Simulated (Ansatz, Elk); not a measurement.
# Bonding as seen by X-rays: LiNb3

Structure refinements treat a crystal as free atoms side by side. For a made-up structure of LiNb3 (cell and positions from a PBE relaxation) the runs below show what the calculated density changes in F(hkl).

Calculated with Elk 11.2.3 (patched build); DFT, PBE, all-electron APW+lo, Dirac cores, scalar-relativistic bands, static density, no spin.

This account leaves out most program logs.

The structure was built from a prototype and need not be the compound's stable phase.

## (1) The starting structure

The structure is cubic, space group Pm-3m (No. 221). The conventional cell has a = 4.088 Å, b = 4.088 Å, c = 4.088 Å, α = 90.00°, β = 90.00°, γ = 90.00°. Nearest to Nb lie 4 Li at 2.89 Å and 8 Nb at 2.89 Å. Nearest to Li lie 12 Nb at 2.89 Å. Farther neighbours are not listed.

## (2) Ground state and structure factors

An all-electron density is needed, since X-rays see the cores too. Task 0 finds the density and task 195 Fourier-transforms it; tshift is off so that phases refer to the origin typed.

The input, elk.in:

```
tasks
  0
  195

xctype
  20

spinpol
  .false.

rgkmax
  7.0

gmaxvr
  14.0

lmaxo
  7

lmaxapw
  8

swidth
  0.002

tshift
  .false.

ramdisk
  .false.

hmaxvr
  5.5

maxscl
  120

epspot
  1e-06

sppath
  './'

avec
  7.72473327345 -0.00000000000 -0.00000000000
  -0.00000000000 7.72473327345 -0.00000000000
  -0.00000000000 -0.00000000000 7.72473327345

atoms
  2
  'Nb.in'
  3
  0.0000000000 0.5000000000 0.5000000000   0.000000 0.000000 0.000000
  0.5000000000 -0.0000000000 0.5000000000   0.000000 0.000000 0.000000
  0.5000000000 0.5000000000 -0.0000000000   0.000000 0.000000 0.000000
  'Li.in'
  1
  -0.0000000000 0.0000000000 0.0000000000   0.000000 0.000000 0.000000

ngridk
  6 6 6
```

Command:

```
OMP_NUM_THREADS=4 elk
```

The job ended after 14 s (4 threads of Arm Neoverse V2, shared host; peak memory 0.18 GiB; 35 s of CPU time).

SFACRHO.OUT:

```text

h k l indices transformed by vhmat matrix:
   1.000000000       0.000000000       0.000000000    
   0.000000000       1.000000000       0.000000000    
   0.000000000       0.000000000       1.000000000    

      h      k      l  multipl.   |H|            Re(F)            Im(F)           |F|

      0      0      0      1   0.0000000       126.00000     -0.56747471E-17   126.00000    
     -1      0      0      6  0.81338541      -34.119890     -0.84678405E-14   34.119890    
      1     -1      0     12   1.1503007      -31.549719      0.42829136E-14   31.549719    
     -1     -1     -1      8   1.4088248       96.091029      0.22998640E-13   96.091029    
      0      0     -2      6   1.6267708       91.549629      0.15017407E-13   91.549629    
     -1     -2      0     24   1.8187851      -27.134406     -0.70556505E-14   27.134406    
      1     -2      1     24   1.9923792      -26.272714     -0.13697563E-13   26.272714    
      0      2     -2     12   2.3006013       79.452284     -0.67610176E-14   79.452284    
      0     -3      0      6   2.4401562      -23.962164     -0.18467174E-13   23.962164    
     -1      2     -2     24   2.4401562      -24.039044     -0.12804321E-13   24.039044    
      3      1      0     24   2.5721505      -23.313666      0.16023804E-16   23.313666    
      1     -3      1     24   2.6976942       73.205228      0.57858912E-14   73.205228    
     -2      2      2      8   2.8176497       71.607158     -0.11520607E-13   71.607158    
     -3      2      0     24   2.9327028      -21.754493      0.34958128E-14   21.754493    
     -3      1      2     48   3.0434095      -21.319343     -0.18952873E-13   21.319343    
      0     -4      0      6   3.2535416       65.871033      0.21291529E-13   65.871033    
      2     -2     -3     24   3.3536739      -20.244538      0.88401504E-14   20.244538    
      4     -1      0     24   3.3536739      -20.187192     -0.51923746E-14   20.187192
```

Elk indexes on the primitive cell of elk.in and gives |H| = 4π sin θ/λ in inverse bohr. Below, one row stands for each form hkl of the conventional cell (m members, Friedel mates merged), F is for one primitive cell and the density is static (no thermal factor). Free-atom factors are Waasmaier and Kirfel's, and R is Σm||F|−|F'||/Σm|F|.

```
hkl   m  sin θ/λ (Å⁻¹)  abs F, DFT  neutral atoms   diff.
100   6          0.122      34.120         34.351  -0.231
110  12          0.173      31.550         31.854  -0.304
111   8          0.212      96.091         96.861  -0.770
200   6          0.245      91.550         92.115  -0.565
210  24          0.274      27.134         27.280  -0.146
211  24          0.300      26.273         26.220  +0.052
220  12          0.346      79.452         79.116  +0.336
300   6          0.367      23.962         23.798  +0.164
221  24          0.367      24.039         23.798  +0.241
310  24          0.387      23.314         23.175  +0.139
311  24          0.406      73.205         72.883  +0.322
222   8          0.424      71.607         71.211  +0.396
320  24          0.441      21.755         21.669  +0.086
321  48          0.458      21.319         21.258  +0.062
```

## (3) The highest occupied states alone

An energy window below the Fermi level keeps the highest occupied states, to see at which angles they scatter; shallow core shells can lie inside it and anion s states outside. No new self-consistency is needed.

elk.in: that of step 2 with these lines changed.

```diff
@@ -1,3 +1,2 @@
 tasks
-  0
   195
@@ -40,2 +39,5 @@
 
+wsfac
+  -0.116470 0.624520
+
 sppath
```

Command:

```
OMP_NUM_THREADS=4 elk
```

Elapsed: 5.2 s, on 4 threads; peak memory 0.18 GiB.

States within 12 eV below the Fermi level hold 16.00 electrons; any levels below the window count with the cores. Their amplitudes can exceed the total, where window and core parts have opposite phase:

```csv
hkl,sin θ/λ (Å⁻¹),"abs F, window","abs F, all"
100,0.122,1.963,34.120
110,0.173,0.990,31.550
111,0.212,1.600,96.091
200,0.245,0.934,91.550
210,0.274,0.162,27.134
211,0.300,0.207,26.273
220,0.346,0.348,79.452
300,0.367,0.087,23.962
221,0.367,0.163,24.039
310,0.387,0.031,23.314
```

## (4) Another functional

The difference from free atoms is small, so it is set against the change that LDA (Perdew-Wang) makes.

elk.in: that of step 3 with these lines changed.

```diff
@@ -1,2 +1,3 @@
 tasks
+  0
   195
@@ -4,3 +5,3 @@
 xctype
-  20
+  3
 
@@ -39,5 +40,2 @@
 
-wsfac
-  -0.116470 0.624520
-
 sppath
```

Command:

```
OMP_NUM_THREADS=4 elk
```

It took 7.8 s on 4 threads; peak memory 0.18 GiB.

Against the first run R = 0.05 %; the largest change is -0.049 at 533.

## (5) A coarser k-mesh

About half the k-points along each axis test the sampling.

elk.in: that of step 4 with these lines changed.

```diff
@@ -5,3 +5,3 @@
 xctype
-  3
+  20
 
@@ -60,2 +60,2 @@
 ngridk
-  6 6 6
+  3 3 3
```

Command:

```
OMP_NUM_THREADS=4 elk
```

Wall time 9.1 s (4 threads); peak memory 0.18 GiB; 15 s of CPU time.

Against the first run R = 0.02 %; the largest change is +0.027 at 400.

## (6) Basis size

A smaller basis shows how fast F responds to it; the change is likely larger than the basis error of the first run, but doesn't show convergence.

elk.in: that of step 5 with these lines changed.

```diff
@@ -11,3 +11,3 @@
 rgkmax
-  7.0
+  5.5
 
@@ -60,2 +60,2 @@
 ngridk
-  3 3 3
+  6 6 6
```

Command:

```
OMP_NUM_THREADS=4 elk
```

The job ended after 13 s (4 threads; peak memory 0.18 GiB; 33 s of CPU time).

Against the first run R = 0.02 %; the largest change is +0.076 at 220.

## (7) Settings against the effect

| run | R against the first run (%) | R against neutral atoms, low angle (%) | wall time |
| --- | --- | --- | --- |
| PBE, rgkmax 7 | 0.00 | 0.61 | 14 s |
| LDA (Perdew-Wang) | 0.05 | 0.61 | 7.8 s |
| k-mesh 3×3×3 | 0.02 | 0.61 | 9.1 s |
| rgkmax 5.5 | 0.02 | 0.64 | 13 s |

## (8) Results

| Quantity | Value |
| --- | --- |
| R against neutral atoms, sin θ/λ < 0.3 Å⁻¹ | 0.61 % |
| R against neutral atoms, 0.3 to 0.82 Å⁻¹ | 0.30 % |

In words: Independent neutral atoms miss the calculated amplitudes by R = 0.61 % below 0.3 Å⁻¹ and 0.30 % from there to 0.82 Å⁻¹; by shells, 0.68 % below 0.15 Å⁻¹ (1 form), 0.60 % 0.15 to 0.3 (5 forms), 0.53 % 0.3 to 0.45 (7 forms), 0.26 % above 0.45 (40 forms). Bonding, aspherical density and the tables' own atoms all enter these figures, and the runs don't part them. The largest change of an amplitude is -0.77 electrons, at 111. The window's part falls from 16.0 electrons at the origin to at most 0.16 between 0.45 and 0.82 Å⁻¹. Below 0.3 Å⁻¹ the changes that finished (LDA (Perdew-Wang), k-mesh 3×3×3 and rgkmax 5.5) move F by R = 0.04 % at most, against the 0.61 % that separates it from free atoms. These runs have no spin, though d or f shells may be open. Part of the difference isn't bonding: the tables are fits to free atoms and ions calculated by other methods than this functional. Thermal motion, anomalous dispersion and extinction are left out.

[Logs are printed without paths, hosts, clocks, repeated set-up lines and the standing remarks that a program may print on its own settings, such as how far it seeks lower states.]

[Hosts, paths, dates, database ids (printed as entryN), source tags and the programs' standing remarks are cut or masked in the printed files.]
